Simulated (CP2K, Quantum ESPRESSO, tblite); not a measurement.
## (13,0) blue phosphorene nanotube (52 atoms) in tblite

Wanted: tblite inputs and outputs for (13,0) blue phosphorene nanotube (52 atoms), checked against a plane-wave reference.

Method: the method is named at each step, in tblite 0.8.0.

### Step 1. Set-up

The cell holds 52 atoms: 52 P. Its edges and angles: a = 23.813 Å, b = 23.705 Å, c = 5.681 Å, α = 90.0°, β = 90.0°, γ = 90.0°. It derives from P (blue phosphorene). Blue phosphorene sheet (a = 3.28 Å) rolled into a (13,0) tube of diameter 13.57 Å, 1 period, 9 Å of vacuum; not relaxed, displaced by a Gaussian of 0.02 Å. Then every atom was moved at random, 0.02 Å r.m.s. a Cartesian component. Vacuum lies along a and b. The structure's axis is c.

The yardstick, on the same geometry:

* method: Kohn-Sham DFT, PBE, SSSP efficiency 1.3.0 pseudopotentials, plane waves (Quantum ESPRESSO 7.5); sssp-pbe-1.3.0-efficiency, cutoffs 45/360 Ry, Γ point
* r.m.s. force component: 0.611 eV/Å
* longest force: 2.244 eV/Å
* gap (highest filled to lowest empty level): 1.706 eV
* time: 8.4 min on 2 MPI ranks of Arm Neoverse V2, shared host
* CPU time: 17 min

### Step 2. GFN2-xTB

Method: GFN2-xTB tight binding, diagonalisation.

The input, run.py:

```python
import numpy as np
from ase.io import read
from tblite.ase import TBLite

atoms = read("structure.xyz")
atoms.calc = TBLite(method="GFN2-xTB", electronic_temperature=580, accuracy=1.0, max_iterations=250, mixer_damping=0.1, verbosity=1)
energy = atoms.get_potential_energy()
forces = atoms.get_forces()
print(f"energy {energy:.6f} eV")
print("forces (eV/A)")
for i, (a, f) in enumerate(zip(atoms, forces)):
    print(f"{i:4d} {a.symbol:2s} {f[0]:10.5f} {f[1]:10.5f} {f[2]:10.5f}")
print("charges (e)")
print(np.array2string(atoms.get_charges(), precision=4, suppress_small=True, max_line_width=110, threshold=100000))
```

The input, structure.xyz:

```xyz
52
Lattice="23.81273 0.00000 0.00000 0.00000 23.70473 0.00000 0.00000 0.00000 5.68113" Properties=species:S:1:pos:R:3 pbc="T T T"
P 19.24140 11.84336 1.86699
P 17.89741 13.35027 0.97545
P 18.49320 15.25542 1.90625
P 16.53461 15.95897 0.96483
P 19.08971 13.59371 4.72261
P 17.36472 14.69693 3.78715
P 16.14074 17.93002 1.86875
P 14.07070 17.63822 0.93903
P 17.45068 16.78342 4.74897
P 15.39326 16.95220 3.82283
P 12.85268 19.20012 1.90005
P 11.13579 17.96344 0.98687
P 14.53529 18.73053 4.70523
P 12.70362 17.97814 3.80068
P 9.23434 18.77557 1.87148
P 8.43923 16.95433 0.96647
P 11.02196 19.18732 4.73488
P 9.73822 17.64153 3.78937
P 6.36967 16.67912 1.89204
P 6.50040 14.72182 0.93261
P 7.73557 17.95870 4.73738
P 7.26050 15.91370 3.75699
P 4.70254 13.65013 1.87046
P 5.75244 11.80472 0.93000
P 5.30476 15.30567 4.76687
P 5.87293 13.32633 3.78630
P 4.74350 10.09490 1.91909
P 6.43229 9.03529 0.92767
P 4.52704 11.85023 4.80777
P 5.90651 10.35304 3.77755
P 6.36610 6.93197 1.90011
P 8.38494 6.76533 0.96255
P 5.36001 8.42988 4.74391
P 7.25502 7.77823 3.82113
P 9.28292 4.92371 1.89437
P 11.14888 5.77329 0.94926
P 7.67079 5.75338 4.73920
P 9.70845 6.14213 3.77096
P 12.80768 4.51196 1.85006
P 14.09952 6.04471 0.93341
P 11.02101 4.47640 4.69318
P 12.60408 5.72019 3.73767
P 16.12169 5.73062 1.89380
P 16.55080 7.73272 0.91449
P 14.49457 4.94789 4.71835
P 15.41493 6.74660 3.77227
P 18.50844 8.37749 1.87000
P 17.90479 10.30302 0.97079
P 17.42354 6.94952 4.71227
P 17.38901 8.96276 3.76062
P 19.10186 10.02995 4.70659
P 18.09386 11.83150 3.80670
```

Launch:

```sh
$ OMP_NUM_THREADS=1 python run.py > output.txt
```

Log:

```text
------------------------------------------------------------
  cycle        total energy    energy error   density error
------------------------------------------------------------
      1     -131.9842332968  -1.3231873E+02   3.4531337E-01
      2     -132.0028185673  -1.8585271E-02   3.1334268E-01
      3     -131.9305704133   7.2248154E-02   8.4032134E-02
      4     -131.9972535185  -6.6683105E-02   3.6882667E-02
      5     -132.0158614152  -1.8607897E-02   2.7621365E-02
      6     -132.0242244216  -8.3630064E-03   9.4053344E-03
      7     -132.0254406026  -1.2161810E-03   3.1842211E-03
      8     -132.0254804543  -3.9851663E-05   1.6822771E-03
      9     -132.0254913405  -1.0886179E-05   4.8994270E-04
     10     -132.0254929732  -1.6327505E-06   3.1842709E-04
     11     -132.0254941443  -1.1710373E-06   2.3494632E-04
     12     -132.0254951870  -1.0426786E-06   8.9804505E-05
     13     -132.0254953737  -1.8676215E-07   2.0721107E-05
     14     -132.0254953753  -1.5650699E-09   1.3340192E-05
------------------------------------------------------------
 total:                                   1.541 sec
energy -3592.596720 eV
forces (eV/A)
   0 P    -0.00230   -0.16282    0.77607
   1 P     0.26254   -0.10776   -1.02767
   2 P    -0.83890    0.13430    0.58471
   3 P     0.83706    0.10252   -0.56930
   4 P    -0.60252    0.09812    0.71504
   5 P     0.75347    0.73683   -0.31383
   6 P    -0.81356   -0.38236    0.83436
   7 P     0.76055    0.18266   -0.44485
   8 P    -0.67155   -0.92930    0.30428
   9 P     1.03154   -0.18339   -1.10832
  10 P    -0.74071   -0.57392    0.48483
  11 P     0.29072    1.05856   -0.60902
  12 P     0.05730    0.58593    1.15408
  13 P    -0.80692    0.48172   -0.80826
  14 P     0.63773   -0.14874    0.91375
  15 P    -0.89967   -0.04294   -0.75807
  16 P     0.39786   -0.75228    0.65785
  17 P    -0.41751    0.50379   -0.70450
  18 P     0.55777    0.43570    0.27035
  19 P    -1.22772   -0.34961   -0.59074
  20 P     0.20895   -1.04091    0.33237
  21 P    -0.39168    0.68894    0.32447
  22 P     1.33815   -0.54725    0.30973
  23 P    -0.41534    0.86484    0.30665
[...]
44 P    -0.16673    0.29660    0.25999
  45 P     0.15280   -0.30691   -0.58151
  46 P    -0.75841    0.04892    0.62260
  47 P     0.49894    0.13334   -1.02261
  48 P    -0.11652    0.04912    0.39118
  49 P     0.52214   -0.28195   -0.67365
  50 P    -0.65656    0.33233    0.77141
  51 P     0.33320   -0.22147   -0.50732
charges (e)
[-0.0241  0.0139 -0.0128  0.0106 -0.0146  0.019  -0.0128  0.0153 -0.0136  0.013  -0.0114  0.0181 -0.0163
  0.0131 -0.0108  0.0118 -0.0149  0.0137 -0.0172  0.018  -0.0148  0.0132 -0.0138  0.0116 -0.0052  0.0079
 -0.0107  0.0183 -0.0152  0.0128 -0.0141  0.0069 -0.0123  0.0097 -0.0075  0.0207 -0.012   0.0188 -0.0139
  0.0084 -0.0057  0.0108 -0.016   0.014  -0.0208  0.0137 -0.0109  0.0142 -0.0179  0.0159 -0.0157  0.0116]
```

Elapsed: 2 s, on 1 thread of Arm Neoverse V2, shared host; peak memory 0.12 GiB.

Banners, paths, timers and routine set-up lines are dropped from the logs unmarked, and long logs keep their key lines alone; longer cuts are marked.

Numbers from this run, and their distance from the reference:

```
r.m.s. force component                  : 0.6092 eV/Å
r.m.s. difference of force components   : 622.6 meV/Å
longest difference of force vectors     : 1321 meV/Å
force difference over r.m.s. force      : 101.9 %
slope of forces against the reference's : 0.4778
correlation of force components         : 0.4793
```

Local excerpt of 10 atoms (numbers count through the whole input) about P9, picked at random; x, y, z are measured from there.

| atom | x | y | z | distance (Å) | bonds | Mulliken charge (e) | Fx | Fy | Fz (eV/Å) |
| --- | --- | --- | --- | --- | --- | --- | --- | --- | --- |
| P9 | 0.00 | 0.00 | 0.00 | 0.00 | 3 | -0.01 | -0.67 | -0.93 | 0.30 |
| P4 | -0.92 | -0.82 | 1.90 | 2.26 | 3 | 0.01 | 0.84 | 0.10 | -0.57 |
| P10 | -2.06 | 0.17 | -0.93 | 2.26 | 3 | 0.01 | 1.03 | -0.18 | -1.11 |
| P6 | -0.09 | -2.09 | -0.96 | 2.30 | 3 | 0.02 | 0.75 | 0.74 | -0.31 |
| P7 | -1.31 | 1.15 | 2.80 | 3.30 | 3 | -0.01 | -0.81 | -0.38 | 0.83 |
| P7 | -1.31 | 1.15 | -2.88 | 3.37 | 3 | -0.01 | -0.81 | -0.38 | 0.83 |
| P3 | 1.04 | -1.53 | 2.84 | 3.39 | 3 | -0.01 | -0.84 | 0.13 | 0.58 |
| P3 | 1.04 | -1.53 | -2.84 | 3.39 | 3 | -0.01 | -0.84 | 0.13 | 0.58 |
| P13 | -2.92 | 1.95 | -0.04 | 3.51 | 3 | -0.02 | 0.06 | 0.59 | 1.15 |
| P5 | 1.64 | -3.19 | -0.03 | 3.59 | 3 | -0.01 | -0.60 | 0.10 | 0.72 |

Atoms are counted from 1 here, from 0 in the log.

Forces lie 102 % from the reference's, at 0.0020 times its CPU time (on 1 against 2 cores).

### Step 3. Results

| Quantity | Value |
| --- | --- |
| force difference from the reference | tblite GFN2-xTB, 102 % |
| its CPU time | 2 s |

Tight binding differs by 102 % (tblite GFN2-xTB); it is another model, with fitted parameters of its own, and the xTB methods hold dispersion. One electronic-structure run takes under half the reference's CPU time: tblite GFN2-xTB, at 102 % in 2 s against 17 min, too far off to be of use. Periodic xTB results under one method name differ between programs and library versions. The cell is under 6 Å thick along one periodic direction, so every atom has periodic images of itself close by, which move with it and show among its neighbours and in g(r). The electronic-structure runs sample only Γ, in a cell whose periodic width is 6 Å.

[Also dropped from logs without a mark: logging warnings of Python, and SIESTA's first energy breakdown and zero terms.]

[Logs are printed without paths, hosts, clocks, repeated set-up lines and the standing remarks that a program may print on its own settings, such as how far it seeks lower states.]

[Hosts, paths, dates, database ids (printed as entryN), source tags and the programs' standing remarks are cut or masked in the printed files.]
